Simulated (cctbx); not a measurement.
# Interatomic vectors of BaNbInRuS6

Space group F-43m (no. 216), a = 9.3980 Å, b = 9.3980 Å, c = 9.3980 Å, α = 90.00°, β = 90.00°, γ = 90.00°, content Ba4 In4 Ru4 Nb4 S24.

Simulated single-crystal data (cctbx): Mo Kα, λ = 0.71073 Å, to d = 0.65 Å, 80 % of the full sphere, strongest reflection 20000 counts, noise from counting, a 3 % proportional error and a noise floor of 4 counts (s.d.); no absorption, some extinction.

Patterson synthesis, origin scaled to 1000:

```text
Patterson group F m -3 m
      u       v       w   height  length (A)
  0.000   0.000   0.000   1000.0     0.00
  0.000   0.000   0.500    947.8     4.70
  0.250   0.250   0.250    841.7     4.07
  0.000   0.250   0.250    278.2     3.32
  0.000   0.000   0.249    155.2     2.34
  0.000   0.000   0.100     22.9     0.94
  0.000   0.000   0.400     22.0     3.76
  0.148   0.250   0.250     17.5     3.60
  0.000   0.071   0.071     15.6     0.94
  0.000   0.069   0.431     14.3     4.10
  0.055   0.055   0.055     12.3     0.89
  0.053   0.053   0.447     11.5     4.26
  0.179   0.179   0.251     10.0     3.35
  0.198   0.198   0.302      8.7     3.87
```

**Question.** Which atom pairs make the peaks, and where is the heaviest atom?

A peak at u stands for all pairs with xi − xj = u, with weight Σ ZiZj against Σ Z² = 42760 at the origin. Peak heights follow these weights only roughly, since form factors, motion and series ripples differ, all vectors within 0.55 Å of a peak are counted as merged into it though the farther ones add only part of their weight, and F(000) is left out, which lowers the whole map:

| u | v | w | shortest length (Å) | height | 1000 ΣZiZj/ΣZ² | pairs in the cell |
| --- | --- | --- | --- | --- | --- | --- |
| 0.000 | 0.000 | 0.500 | 4.70 | 948 | 995 | 8 × Ba–In, 8 × Ru–Nb, 24 × S–S |
| 0.250 | 0.250 | 0.250 | 4.07 | 842 | 835 | 4 × Ba–Ru, 4 × Ba–Nb, 4 × In–Ru, 4 × In–Nb |
| 0.000 | 0.250 | 0.250 | 3.32 | 278 | 410 | 8 × Ba–S, 8 × In–S, 16 × S–S |
| 0.000 | 0.000 | 0.249 | 2.34 | 155 | 254 | 8 × Ru–S, 8 × Nb–S |

The table stops at ten peaks or at a height of 45, below which ripples compete. In the model behind the data Ba, the heaviest element, has 1 independent site: (1/4, 1/4, 3/4), up to an allowed shift of origin. No listed peak is a Ba–Ba vector, so the position follows from the cell content and the cross vectors. Elements of similar Z can't be told apart from the map alone. The whole model:

```
atom  mult.    x    y       z  Ueq (Å²)
 Ba1      4  1/4  1/4     3/4    0.0064
 In1      4  1/4  1/4     1/4    0.0120
 Ru1      4  1/2    0       0    0.0104
 Nb1      4    0    0       0    0.0143
  S1     24  1/2    0  0.7608    0.0200
```

This is a model crystal, built by substitution and not relaxed, with assumed displacement parameters.

[Logs are printed without paths, hosts, clocks, repeated set-up lines and the standing remarks that a program may print on its own settings, such as how far it seeks lower states.]
